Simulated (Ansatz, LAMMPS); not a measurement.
# Electronic structure of K+ triflate in vinylene carbonate and dimethyl carbonate and a fluorinated ether (TTE) at 340 K (149 atoms)

What does DFT give for K+ triflate in vinylene carbonate and dimethyl carbonate and a fluorinated ether (TTE) at 340 K (149 atoms) as built?

Method: Kohn-Sham DFT, r2SCAN+D4, PAW (set soft_2), plane waves, in Ansatz 0.2.0.

## (1) The structure

The cell holds 149 atoms: 35 F, 42 C, 28 O, 42 H, 1 S and 1 K. Its edges and angles: a = 12.743 Å, b = 12.743 Å, c = 12.743 Å, α = 90.0°, β = 90.0°, γ = 90.0°. 4 vinylene carbonate, 3 dimethyl carbonate, 4 a fluorinated ether (TTE), 1 K+, 1 triflate placed at random, at 1.39 g/cm³; overlaps pushed apart, then 10 ps at 550 K with Joung-Cheatham ions (J. Phys. Chem. B 112, 9020 (2008)); MMFF94 bonds, angles, torsions, charges and radii (Halgren, J. Comput. Chem. 17, 490 (1996)) in harmonic and 12-6 forms; charges of ions scaled by 0.8. Snapshot after 30 ps at 340 K and fixed volume.

Before any run, some limits are plain. The network of contacts between molecules at the start is that of the classical potential that made the cell, and needn't be the one that DFT or experiment would give. The density was typed from a rule of thumb and may lie off the real one at this temperature. Only the Γ point is sampled, in a cell whose shortest periodic width is 13 Å.

## (2) Making the structure

A classical potential supplies the starting structure, since it reaches far longer times than DFT.

This step: classical MD, Joung-Cheatham ions (J. Phys. Chem. B 112, 9020 (2008)); MMFF94 bonds, angles, torsions, charges and radii (Halgren, J. Comput. Chem. 17, 490 (1996)) in harmonic and 12-6 forms; charges of ions scaled by 0.8 (LAMMPS 22 Jul 2025 - Update 4).

in.lmp

```
# K+ triflate in vinylene carbonate and dimethyl carbonate and a fluorinated ether (TTE)
units real
atom_style full
boundary p p p
bond_style harmonic
angle_style harmonic
dihedral_style opls
improper_style harmonic
special_bonds lj 0 0 0.5 coul 0 0 0.75
read_data data.lmp
neigh_modify delay 0 every 1 check yes one 4000
comm_modify cutoff 12.0
timestep 0.5
thermo_style custom step time temp pe press density
thermo_modify norm yes
# push overlapping molecules apart
pair_style soft 2.6
pair_coeff * * 0.0
variable a equal ramp(1,60)
fix ad all adapt 1 pair soft a * * v_a
velocity all create 550 50659 mom yes dist gaussian
fix lim all nve/limit 0.03
fix lan all langevin 550 550 50 50660 zero yes
thermo 1000
run 3000 post no
unfix ad
pair_style lj/cut/coul/long 9.0
pair_modify mix arithmetic tail yes
pair_coeff 1 1 0.0801 2.5590   # F
pair_coeff 2 2 0.0678 3.3680   # C
pair_coeff 3 3 0.0763 3.0430   # O
pair_coeff 4 4 0.0216 2.5400   # H
pair_coeff 5 5 0.0678 3.4070   # C
pair_coeff 6 6 0.0763 2.9870   # O
# [... 22 lines left out ...]
compute msd all msd com yes
thermo 7500
fix md all nvt temp 340 340 100
run 30000 post no
print "== T340: mean square displacement over the hold $(c_msd[4]:%.2f) A^2"
unfix md
uncompute msd
write_dump all custom T340.dump id type xs ys zs modify sort id
```

Run with:

```console
> lmp -in in.lmp -log none -nocite
```

The log of the run:

```text
LAMMPS (22 Jul 2025 - Update 4)
Reading data file ...
  orthogonal box = (0 0 0) to (12.74297 12.74297 12.74297)
  149 atoms
  orthogonal box = (0 0 0) to (12.74297 12.74297 12.74297)
  140 bonds
  231 angles
  219 dihedrals
  15 impropers
   Step          Time           Temp          PotEng         Press         Density
         0   0              550            0.51617149    -1693.4992      1.3889996
      1000   500            514.20242      1.7126541      11240.081      1.3889996
      2000   1000           539.47435      1.7104559      670.52662      1.3889996
      3000   1500           495.75222      1.80799        8660.424       1.3889996
Loop time of 0.257005 s on 1 MPI rank(s) for 3000 steps with 149 atoms
PPPM initialization ...
WARNING: System is not charge neutral, net charge = -8e-05
  G vector (1/distance) = 0.30141437
  grid = 8 8 8
  estimated relative force accuracy = 3.0711485e-05
[... 15 lines left out ...]
      2000   1000           552.23399      3.5326682      5886.5042      1.3889996
Loop time of 0.803416 s on 1 MPI rank(s) for 2000 steps with 149 atoms
   Step          Time           Temp          PotEng         Press         Density
      2000   1000           552.23399      3.5326682      5886.5042      1.3889996
[... 5 lines left out ...]
Loop time of 4.26003 s on 1 MPI rank(s) for 10000 steps with 149 atoms
   Step          Time           Temp          PotEng         Press         Density
[... 4 lines left out ...]
Loop time of 2.10133 s on 1 MPI rank(s) for 5000 steps with 149 atoms
   Step          Time           Temp          PotEng         Press         Density
[... 2 lines left out ...]
     30000   29000          335.61284      2.9122003      1659.2404      1.3889996
     37500   36500          320.78005      2.8811645      3415.1514      1.3889996
     45000   44000          327.32157      2.8940996     -2384.4517      1.3889996
     47000   46000          339.99584      2.8062515      2474.6956      1.3889996
Loop time of 12.4575 s on 1 MPI rank(s) for 30000 steps with 149 atoms
== T340: mean square displacement over the hold 20.83 A^2
```

Wall time 20 s (1 thread of Arm Neoverse V2, shared host); peak memory 0.13 GiB.

The input also reads data.lmp (atoms, bonds and types; not printed here).

## (3) Plane-wave single point

The electrons are solved once, with the atoms held.

input.yaml

```yaml
crystal:
  lattice:
    - [12.74297, 0.0, 0.0]
    - [0.0, 12.74297, 0.0]
    - [0.0, 0.0, 12.74297]
  atoms:
    - { symbol: F, position: [0.02534, 0.89502, 0.69469] }
    - { symbol: C, position: [0.92307, 0.87037, 0.66976] }
    - { symbol: F, position: [0.90059, 0.78077, 0.72932] }
    - { symbol: C, position: [0.90737, 0.83758, 0.55318] }
    - { symbol: F, position: [0.98714, 0.77431, 0.52126] }
    - { symbol: F, position: [0.91628, 0.92234, 0.49212] }
    - { symbol: O, position: [0.80489, 0.78467, 0.52855] }
    - { symbol: C, position: [0.78999, 0.75626, 0.42006] }
    - { symbol: C, position: [0.7351, 0.65289, 0.41724] }
    - { symbol: F, position: [0.80133, 0.57867, 0.45588] }
    - { symbol: F, position: [0.72766, 0.61893, 0.31161] }
    - { symbol: C, position: [0.63072, 0.65848, 0.46843] }
    - { symbol: F, position: [0.64425, 0.66133, 0.57491] }
    - { symbol: F, position: [0.56936, 0.57305, 0.45328] }
    - { symbol: H, position: [0.87089, 0.92629, 0.69786] }
    - { symbol: H, position: [0.74733, 0.81986, 0.38402] }
    - { symbol: H, position: [0.8665, 0.7429, 0.38051] }
    - { symbol: H, position: [0.58951, 0.72996, 0.44739] }
    - { symbol: F, position: [0.24394, 0.8929, 0.24144] }
    - { symbol: C, position: [0.2214, 0.99027, 0.20088] }
    - { symbol: F, position: [0.14427, 0.03052, 0.26235] }
    - { symbol: C, position: [0.18887, 0.98615, 0.08236] }
    - { symbol: F, position: [0.10287, 0.92756, 0.0717] }
    - { symbol: F, position: [0.26368, 0.93465, 0.02211] }
    - { symbol: O, position: [0.16501, 0.08543, 0.03176] }
    - { symbol: C, position: [0.17241, 0.06983, 0.92012] }
    - { symbol: C, position: [0.1456, 0.16823, 0.86023] }
    - { symbol: F, position: [0.22194, 0.2398, 0.88537] }
    - { symbol: F, position: [0.04621, 0.20212, 0.88315] }
    - { symbol: C, position: [0.15153, 0.13795, 0.74331] }
    - { symbol: F, position: [0.24473, 0.09087, 0.7171] }
    - { symbol: F, position: [0.13828, 0.22116, 0.6814] }
    [... 111 atom lines left out ...]
    - { symbol: O, position: [0.92183, 0.0929, 0.60515] }
    - { symbol: C, position: [0.82821, 0.27591, 0.65478] }
    - { symbol: F, position: [0.87467, 0.28751, 0.75198] }
    - { symbol: F, position: [0.88853, 0.3325, 0.58724] }
    - { symbol: F, position: [0.73529, 0.32701, 0.6572] }
    - { symbol: K, position: [0.97443, 0.09768, 0.41456] }
kpoints:
  mp_grid: { grid: [1, 1, 1] }
hamiltonian:
  xc: r2scan
  dispersion: d4
scf:
  occupations: { method: fixed }
output:
  forces: true
  stress: true
  populations: true
  dos:
    method: { smearing: { sigma: 0.1 } }
    de: 0.1
    projected: { site_lists: { C: [C], F: [F], H: [H], K: [K], O: [O] } }
  eigenvalues: true
  write_density: true
  write_potential: true
  volumetric_format: npy
```

Run with:

```console
> ansatz run input.yaml --threads 8 --pin off --max-ram 15872MiB --backend cpu --events-out ev --progress --plain --runs-dir out
```

The log of the run:

```text
Engine: ansatz 0.2.0, aarch64-unknown-linux-gnu
Pseudopotentials: kind: paw
Pseudopotential: F, paw, valence charge 7, recommended cutoff 500 eV (meta_gga), F.paw.azcp
Pseudopotential: C, paw, valence charge 4, recommended cutoff 500 eV (meta_gga), C.paw.azcp
Pseudopotential: O, paw, valence charge 6, recommended cutoff 500 eV (meta_gga), O.paw.azcp
Pseudopotential: H, paw, valence charge 1, recommended cutoff 500 eV (meta_gga), H.paw.azcp
Pseudopotential: S, paw, valence charge 6, recommended cutoff 500 eV (meta_gga), S.paw.azcp
Pseudopotential: K, paw, valence charge 9, recommended cutoff 500 eV (meta_gga), K.paw.azcp
[... 6 lines on functional and potentials left out ...]
Crystal: 149 atoms, lattice volume = 2069.245 Å³
Basis set: ecut = 500 eV, 52515 PW (Γ), exchange–correlation on 384×384×384 points (64 copies of the dense FFT grid, shifted against one another)
Bands: 468, of which v1, the nominal top of the filled ones, is band 319 counted from 1 (318 counted from 0)
Symmetry: 1 space group operations
Space group: P1 (ITA 1), of the structure as read, at distance tolerance 1.3e-4 Å
k-points: 1
[... 18 lines on functional and potentials left out ...]
Initial density: superposition of atomic densities (neutral atoms: chi_scale 0, normalization atom), corrected by the library's trained network
Initial wavefunctions: pseudopotential atomic-orbital guess
Functional: x = r2scan, c = r2scan; τ floored in thin density (d = 2e-4 eV/Å³)
SCF iter   1: F=—  HF=-57906.261516 eV  |F-HF|=—  |Δ(HF+E_count)|=         —  Δρ=1.05e-2  dr2=2.25e0  dr2_τ=1.33e1  ethr=1.77e-3  ⟨swp⟩=4.0  Hψ=1691  notcnv=0  defer=144
preconditioner: auto → Resta (q_TF=auto, 2.242 Å⁻¹)  ε∞=2.4  [insulator: Δε(μ)=4.685 eV  Ē_g=16.572 eV  n_scr=388 (ndim 8)  ℏωp=19.3 eV  f_vac=0.367  ε∞_Penn≈2.4]
SCF iter   2: F=—  HF=-57906.192308 eV  |F-HF|=—  |Δ(HF+E_count)|=   6.92e-2  Δρ=5.10e-3  dr2=3.21e-1  dr2_τ=7.03e-2  ethr=3.53e-4  ⟨swp⟩=2.0  Hψ=843  notcnv=0  defer=145
SCF iter   3: F=—  HF=-57906.179389 eV  |F-HF|=—  |Δ(HF+E_count)|=   1.29e-2  Δρ=2.26e-3  dr2=1.02e-1  dr2_τ=7.09e-3  ethr=5.03e-5  ⟨swp⟩=2.0  Hψ=597  notcnv=0  defer=147
SCF iter   4: F=—  HF=-57906.184755 eV  |F-HF|=—  |Δ(HF+E_count)|=   5.37e-3  Δρ=1.11e-3  dr2=2.64e-2  dr2_τ=3.28e-3  ethr=1.61e-5  ⟨swp⟩=3.0  Hψ=598  notcnv=0  defer=147
SCF iter   5: F=—  HF=-57906.184968 eV  |F-HF|=—  |Δ(HF+E_count)|=   2.14e-4  Δρ=3.42e-4  dr2=3.07e-3  dr2_τ=2.09e-4  ethr=4.14e-6  ⟨swp⟩=2.0  Hψ=828  notcnv=0  defer=147
SCF iter   6: F=—  HF=-57906.187231 eV  |F-HF|=—  |Δ(HF+E_count)|=   2.26e-3  Δρ=1.36e-4  dr2=4.49e-4  dr2_τ=3.97e-5  ethr=4.81e-7  ⟨swp⟩=2.0  Hψ=606  notcnv=0  defer=147
SCF iter   7: F=—  HF=-57906.187805 eV  |F-HF|=—  |Δ(HF+E_count)|=   5.74e-4  Δρ=8.43e-5  dr2=1.26e-4  dr2_τ=1.61e-5  ethr=7.03e-8  ⟨swp⟩=2.0  Hψ=617  notcnv=0  defer=147
SCF iter   8: F=—  HF=-57906.187842 eV  |F-HF|=—  |Δ(HF+E_count)|=   3.70e-5  Δρ=2.12e-5  dr2=9.56e-6  dr2_τ=9.72e-7  ethr=1.97e-8  ⟨swp⟩=2.0  Hψ=617  notcnv=0  defer=144
SCF iter   9: F=—  HF=-57906.191011 eV  |F-HF|=—  |Δ(HF+E_count)|=   3.17e-3  Δρ=1.27e-5  dr2=3.10e-6  dr2_τ=3.62e-7  ethr=1.50e-9  ⟨swp⟩=2.0  Hψ=758  notcnv=0  defer=143
SCF iter  10: F=—  HF=-57906.191015 eV  |F-HF|=—  |Δ(HF+E_count)|=   3.99e-6  Δρ=3.43e-6  dr2=2.76e-7  dr2_τ=2.68e-8  ethr=4.85e-10  ⟨swp⟩=2.0  Hψ=644  notcnv=0  defer=144
SCF iter  11: F=-57906.191017 eV  HF=-57906.191016 eV  |F-HF|=1.76e-7  |Δ(HF+E_count)|=   1.08e-6  Δρ=1.69e-6  dr2=6.08e-8  dr2_τ=6.24e-9  ethr=1.57e-11  ⟨swp⟩=23.0  Hψ=4555  notcnv=0
SCF 1 converged in 11 iterations: F = -57906.191017 eV  dr2 = 6.08e-8
  greatest PAW one-centre occupation: 0.989 electrons in one spin orbital (limit 2), on the K atom at site 148 (counted from 0), in its partial waves of l = 0
WARN: The output density's exchange-correlation potential varies sharply where the density is thin. Do not read a vacuum level from v_tot or v_xc, or from such a field of the output density. On a cell that repeats whose density bears no net charge and no dipole along the vacuum's axis use v_es (v_loc + v_h of the components); [...]
SCF converged after 11 iterations
Free energy (F): -57906.191017 eV
Harris-Foulkes:  -57906.191016 eV  (|F-HF|=1.76e-7)
Internal energy: -57906.191017 eV  (E = F + TS)
E sigma→0 (E₀):  -57906.191017 eV
Fermi energy:    -0.821082 eV
--- Per-component energies (eV) ---
  E_band       = -7050.436657
  E_kinetic    = 16910.454405
  E_local      = -72255.529463  (includes V_loc(G=0)·N_el)
  E_nonlocal   = 5100.305305
  E_hartree    = 28402.928633
  E_xc         = -7344.890648
  E_vxc        = -10528.741631  (∫ρ·V_xc dr)
  E_paw        = -17235.206401  (= ΣΔE_a)
  E_vpaw       = -3798.294694  (= ΣTr[D̂ρ^β])
  E_aug_tail   = 0.044044  (compensation charges beyond the density's cutoff)
  E_vtau       = 715.474481  (kinetic-family band-sum trace: ∫τ·v_τ [+ j·A + Jᵃ·Aᵃ] dr)
  E_ewald      = -11477.822499
  E_disp       = -3.134896  (pairwise vdW)
  E_core_change = -3.339498  (= ΣΔE_core)
  E_smearing   = -0.000000  (= −TS)
  E_closure    = 0.000000  (closes the sum)
  Σ components = -57906.191017   (vs F -57906.191017, Δ=0.00e0)
--- Forces (eV/Å), atoms counted from 1 ---
  atom   1  F     -1.60810553    -0.10261776    -0.90599759
  atom   2  C      0.70285443    -3.16276405     0.95142534
  atom   3  F      0.21234495     0.64168994    -0.71302070
  atom   4  C     -1.30252978    -1.55170522    -1.74475850
  atom   5  F     -0.28233730    -0.09386229     0.57049664
  atom   6  F     -0.46378532     0.19409107    -0.28051302
  atom   7  O      2.75421882     1.39449561     1.78857286
  atom   8  C      1.78671009     0.90434789     0.08736775
  atom   9  C      1.67463657    -1.42971083    -2.42694428
  atom  10  F     -0.48270717     0.03714105     1.03231456
  atom  11  F     -0.66003060     0.87189845     1.59592908
  atom  12  C     -1.38251052    -0.57807794     1.42721634
  atom  13  F      0.25599101     0.16719230     0.17505076
  atom  14  F      0.08155541    -0.03652643    -0.67446414
[...]
atom 148  F      0.55610196    -1.01070611     0.13136141
  atom 149  K     -0.13929599     0.32165996    -0.65434722
  max |Σ_I F_I| component: 2.35e-4 eV/Å
--- Stress (GPa, compression-positive) ---
        0.610482      -0.023468      -0.089900
       -0.023467      -1.776255      -0.583450
       -0.089900      -0.583450      -0.514094
  P = ⅓ Tr σ = -0.5600 GPa (-5.600 kbar)
--- Band table (eV) ---
  k-point 0: bands = ["-30.2789", "-29.4505", "-29.4170", "-29.3433", [... 452 levels ...], "10.3528", "10.3619", "10.3912", "10.4220", "10.4431", "10.5061", "10.5176", "10.5513", "10.5643", "10.6039", "10.6324", "10.6691"]
--- Löwdin populations: 149 sites ---
  site symbol       q [e]
     0      F      7.2430
     1      C      3.5112
     2      F      7.2800
[...]
148      K      8.1456
  spilling = 0.011816 (of n_electrons = 638.000000)
```

Elapsed: 54 s, on 8 threads of Arm Neoverse V2, shared host; peak memory 6 GiB; 6.9 min of CPU time.

The column dr2 measures how far the density is from self-consistency, as an energy; F and HF (Harris–Foulkes) agree once it is small.

The program notes that the exchange-correlation potential is rough where the density is thin.

Read from the output:

| Property | Result |
| --- | --- |
| free energy | -57906.1910 eV |
| free energy per atom | -388.6322 eV/atom |
| SCF cycles | 11 |
| pressure | -0.56 GPa |
| r.m.s. force component | 1.297 eV/Å |
| longest force | 7.937 eV/Å |
| Fermi energy | -0.8211 eV |
| gap (highest filled to lowest empty level) | 4.221 eV |
| spilling of the projection | 0.01182 |

Neighbours are counted within 1.82 Å (C-C), 1.34 Å (C-H), 1.62 Å (C-F), 1.73 Å (C-O), 2.21 Å (C-S), 3.04 Å (F-K), 3.15 Å (O-K), 1.88 Å (O-S).

Length of the force by element and coordination:

```
element  coordination  atoms  mean length of the force (eV/Å)  spread  least   most
      C           all     42                             2.80    1.51  0.499   7.94
      C             3     15                             3.95    1.78   1.72   7.94
      C             4     27                             2.15   0.807  0.499   3.55
      F           all     35                             1.13   0.533  0.214   2.52
      F             1     33                             1.16   0.535  0.214   2.52
      F             2      2                            0.653   0.077  0.576  0.730
      H           all     42                            0.995   0.519  0.105   2.33
      K           all      1                            0.742       0  0.742  0.742
      O           all     28                             2.51    1.01  0.324   4.15
      O             1      6                             2.30    1.19  0.324   3.85
      O             2     22                             2.57   0.949  0.993   4.15
      S           all      1                             3.88       0   3.88   3.88
```

Löwdin charges by element and coordination (they lack the spilled electrons, 0.051 e an atom on average):

```
element  coordination  atoms  mean charge (e)  spread   least    most
      C           all     42            0.339   0.376  -0.234   0.800
      C             3     15            0.367   0.348  0.0184   0.754
      C             4     27            0.324   0.390  -0.234   0.800
      F           all     35           -0.253  0.0149   -0.28  -0.221
      F             1     33           -0.254   0.015   -0.28  -0.221
      F             2      2           -0.241  0.0044  -0.246  -0.237
      H           all     42            0.220  0.0185   0.170   0.259
      K           all      1            0.854       0   0.854   0.854
      O           all     28           -0.367   0.177  -0.833  -0.192
      O             1      6           -0.496   0.138  -0.798  -0.395
      O             2     22           -0.332   0.170  -0.833  -0.192
      S           all      1             2.34       0    2.34    2.34
```

States in the cell by windows of 1 eV, zero at the Fermi level; the larger projections on atomic orbitals stand beside the total:

```
from (eV)  to (eV)  total   F p   O p   C p  H s
      -14      -13    7.8   0.5   2.1   0.5  1.1
      -13      -12   14.2   2.0   0.6   1.4  0.8
      -12      -11   25.4   3.9   6.0   4.4  2.7
      -11      -10   14.6   4.1   2.6   3.2  0.7
      -10       -9   28.1  14.1   1.6   9.2  0.8
       -9       -8   52.2  23.1   5.3  14.3  3.6
       -8       -7   31.5   9.3   8.7   9.8  1.2
       -7       -6   38.1  10.2  10.8   9.5  4.0
       -6       -5   63.7  34.8  14.9   7.3  2.7
       -5       -4   92.7  57.8  18.6   9.9  3.5
       -4       -3   40.5  16.8  10.2   9.0  3.2
       -3       -2   31.6   7.0  11.8   7.2  3.9
       -2       -1   31.7   1.5  24.9   2.4  2.1
       -1        0   12.6   0.1   8.4   3.9  0.1
        0        1    1.3   0.0   0.6   0.7  0.0
        1        4    0.0   0.0   0.0   0.0  0.0
        4        5    4.6   0.0   1.7   2.3  0.1
```

With fixed occupations the program's Fermi level is the highest filled level; weight inside the gap is the broadening of levels at its edges.

Between -26 and -14 eV lie 93 more states.

About 61 of the 638 electrons lie in deeper levels, below the stored range.

Not all projections were asked for or kept, so they needn't add up to the total.

The levels nearest the highest filled one (over half full), pooled over k-points and spins:

```
level less the highest filled one (eV)  occupation
                                -0.864           2
                                -0.496           2
                                -0.466           2
                                -0.325           2
                               -0.0908           2
                                     0           2
                                  4.22           0
                                  4.85           0
                                  5.04           0
                                  5.10           0
                                  5.14           0
                                  5.20           0
```

(Part 1 of 2 ends here.)

[Logs are printed without paths, hosts, clocks, repeated set-up lines and the standing remarks that a program may print on its own settings, such as how far it seeks lower states.]

[Hosts, paths, dates, database ids (printed as entryN), source tags and the programs' standing remarks are cut or masked in the printed files.]

[The MMFF94 radii named for the starting cell were scaled by 0.96; in molecules described by MMFF94, hydrogen bound to N, O or S took a small fixed 12-6 site in their place.]
